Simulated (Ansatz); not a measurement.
# Al wire along [100], 21 atoms a period: bands along the axis, part 2 of 2

Wanted: the relaxed geometry and the bands of the Al wire along [100], 21 atoms a period.

Ansatz 0.2.0; DFT PBE, plane waves, PAW; relaxation of a wire's period; PAW set soft_1 (the session's first sound run).

So far: Starting point; The relaxed wire.

## 2. The relaxed wire (continued)

The steps of the relaxation:

| step | energy less that of the first step (eV) | largest force component (eV/Å) | pressure (GPa) | volume (Å³) |
| --- | --- | --- | --- | --- |
| 1 | 0.0000 | 0.2355 | -1.13 | 894.51 |
| 2 | -0.3863 | 0.1069 | 0.29 | 854.38 |
| 3 | -0.3289 | 0.1540 | -0.12 | 814.92 |
| 4 | -0.4882 | 0.0295 | -0.03 | 836.66 |
| 5* | -0.4855 | 0.0294 | -0.04 | 836.66 |

Relaxation steps marked * repeat the geometry before them on a plane-wave basis chosen anew for their cell, so energy and pressure can jump there. Relaxation step 3 was tried and not accepted.

The run keeps the 16 symmetry operations that it works with, so distortions that break them were not tested.

```csv
cell as run,before,after,change
c (Å),4.040,3.779,-6.5 %
```

The atoms that moved most (Å, along periodic axes as changes of fractional coordinates times the final cell, across vacuum about the mean position):

```
atom      dx      dy     dz  length
 Al6   0.000   0.158  0.000   0.158
 Al9   0.158   0.000  0.000   0.158
 Al1  -0.158   0.000  0.000   0.158
 Al4   0.000  -0.158  0.000   0.158
 Al8   0.038   0.038  0.000   0.054
 Al3  -0.038   0.038  0.000   0.054
 Al7   0.038  -0.038  0.000   0.054
 Al2  -0.038  -0.038  0.000   0.054
```

This step gave:

| Quantity | Value |
| --- | --- |
| energy at zero smearing | -11278.6622 eV |
| cell length along the wire | 3.779 Å |

The cell's length comes to 3.779 Å with spin left out.

## 3. The wire at its relaxed period

This step: DFT PBE, plane waves, PAW; bands of a perfect wire; PAW set soft_1 (Ansatz 0.2.0).

At the relaxed period the bands are computed along the axis; those that cross an energy going forward count the channels that a perfect wire would open there.

input.yaml

```yaml
crystal:
  lattice:
    - [14.88, 0.0, 0.0]
    - [0.0, 14.88, 0.0]
    - [0.0, 0.0, 3.7786998816]
  atoms:
    - { symbol: Al, position: [0.217889808, 0.5, 0.0] }
    - { symbol: Al, position: [0.361662178, 0.361662178, 0.0] }
    - { symbol: Al, position: [0.361662178, 0.638337822, 0.0] }
    - { symbol: Al, position: [0.5, 0.217889808, 0.0] }
    - { symbol: Al, position: [0.5, 0.5, 0.0] }
    - { symbol: Al, position: [0.5, 0.782110192, 0.0] }
    - { symbol: Al, position: [0.638337822, 0.361662178, 0.0] }
    - { symbol: Al, position: [0.638337822, 0.638337822, 0.0] }
    - { symbol: Al, position: [0.782110192, 0.5, 0.0] }
    - { symbol: Al, position: [0.226397044, 0.363384426, 0.5] }
    - { symbol: Al, position: [0.226397044, 0.636615574, 0.5] }
    - { symbol: Al, position: [0.363384426, 0.226397044, 0.5] }
    - { symbol: Al, position: [0.36059787, 0.5, 0.5] }
    - { symbol: Al, position: [0.363384426, 0.773602956, 0.5] }
    - { symbol: Al, position: [0.5, 0.36059787, 0.5] }
    - { symbol: Al, position: [0.5, 0.63940213, 0.5] }
    - { symbol: Al, position: [0.636615574, 0.226397044, 0.5] }
    - { symbol: Al, position: [0.63940213, 0.5, 0.5] }
    - { symbol: Al, position: [0.636615574, 0.773602956, 0.5] }
    - { symbol: Al, position: [0.773602956, 0.363384426, 0.5] }
    - { symbol: Al, position: [0.773602956, 0.636615574, 0.5] }
kpoints:
  mp_grid: { grid: [1, 1, 22] }
  band_path: { path: ["Γ", Z], npoints: 90 }
scf:
  occupations: { method: fermi_dirac, width: 0.05 }
hamiltonian:
  xc: pbe
  pseudopotentials: { kind: paw, azcp: { folder: soft_1 } }
output:
  dos: { e_range: [-5, 4] }
  write_potential: true
  write_density: true
  volumetric_format: npy
```

Launch:

```
$ ansatz run input.yaml --threads 4 --pin off --max-ram 16384MiB --backend cpu --events-out ev --progress --plain --runs-dir out
```

Numbers of over 12 decimals in the logs are rounded to 6 here.

What it wrote:

```text
[...]
Crystal: 21 atoms, lattice volume = 836.659 Å³
Basis set: ecut = 420 eV, 16377 PW (Γ)
Bands: 53, of which v1, the nominal top of the filled ones, is band 32 counted from 1 (31 counted from 0)
Symmetry: 16 space group operations
[...]
k-points: 12 of 22
[...]
SCF iter   1: F=—  HF=-11284.047663 eV  |F-HF|=—  |Δ(HF+E_count)|=         —  Δρ=2.15e-2  dr2=4.28e1  ethr=3.10e-3  ⟨swp⟩=8.5  Hψ=3508  notcnv=0  defer=30
[...]
SCF iter   8: F=-11278.681933 eV  HF=-11278.681933 eV  |F-HF|=1.10e-8  |Δ(HF+E_count)|=   1.13e-7  Δρ=1.60e-6  dr2=3.76e-8  ethr=1.59e-10  ⟨swp⟩=25.8  Hψ=3797  notcnv=0
SCF 1 converged in 8 iterations: F = -11278.681933 eV  dr2 = 3.76e-8
[...]
NSCF: frozen V_eff on 91 k-points
WARN: The output density's exchange-correlation potential varies sharply where the density is thin. Do not read a vacuum level from v_tot or v_xc, or from such a field of the output density. On a cell that repeats whose density bears no net charge and no dipole along the vacuum's axis use v_es (v_loc + v_h of the components); under efield.dipole_correction with no amplitude use v_es + v_field, which holds any externa [...]
SCF converged after 8 iterations
Free energy (F): -11278.681933 eV
[...]
Internal energy: -11278.590280 eV  (E = F + TS)
E sigma→0 (E₀):  -11278.636107 eV
Entropy (-TS):   -0.091653 eV (-4.364 meV/atom)
Fermi energy:    0.909317 eV
[...]
--- Band table (eV; the first three rows and the last of 12) ---
  k-point 0: bands = [... 28 lower, 1.3185, 1.6753, 1.7229, 1.7254, 1.8107, 1.9218, 2.0846, 2.1601, ... 17 higher]
  k-point 1: bands = [... 28 lower, 1.3350, 1.5037, 1.5095, 1.7320, 1.8479, 1.8518, 2.0221, 2.2043, ... 17 higher]
  k-point 2: bands = [... 28 lower, 0.7940, 1.0529, 1.4430, 1.8348, 1.9087, 1.9845, 2.0559, 2.0559, ... 17 higher]
  k-point 11: bands = [... 28 lower, 0.0510, 0.0861, 0.0861, 0.4261, 0.8011, 0.8011, 1.1816, 1.1816, ... 17 higher]
```

Wall time 46 s (4 threads of Arm Neoverse V2, shared host); peak memory 2.5 GiB.

Reading the cycles: dr2 is the Hartree energy of the density residual (eV), the measure of convergence; HF is the Harris–Foulkes estimate of the energy, which meets the free energy F at convergence.

Numbers from this step:

```yaml
energy_at_zero_smearing: -11278.6361 eV
band_gap: 0 eV
```

Electronic bands along the path, in eV, zero at the Fermi level:

```csv
point,band 30,band 31,band 32,band 33,band 34,band 35,band 36,band 37
Γ,0.77,0.81,0.82,0.90,1.01,1.18,1.25,1.25
halfway,-0.48,-0.12,-0.12,0.01,0.05,0.55,0.80,0.94
Z,-0.82,-0.82,-0.48,-0.11,-0.11,0.27,0.27,0.44
```

Between Γ and Z the bands cross the Fermi level 15 times, so a perfect wire would conduct at least 15 G₀, with spin left out.

## 4. Outcome

| Property | Result |
| --- | --- |
| cell length, PBE | 3.779 Å |
| ballistic conductance by band crossings, a lower bound, PBE | 15 G₀ |

What this shows: Under PBE the cell's length is 3.78 Å, and the bands cross the Fermi level 15 times between Γ and Z, which gives a perfect wire at least 15 G₀ (opposite crossings within one step of the path cancel in such a count).

[Logs are printed without paths, hosts, clocks, repeated set-up lines and the standing remarks that a program may print on its own settings, such as how far it seeks lower states.]

[Hosts, paths, dates, database ids (printed as entryN), source tags and the programs' standing remarks are cut or masked in the printed files.]
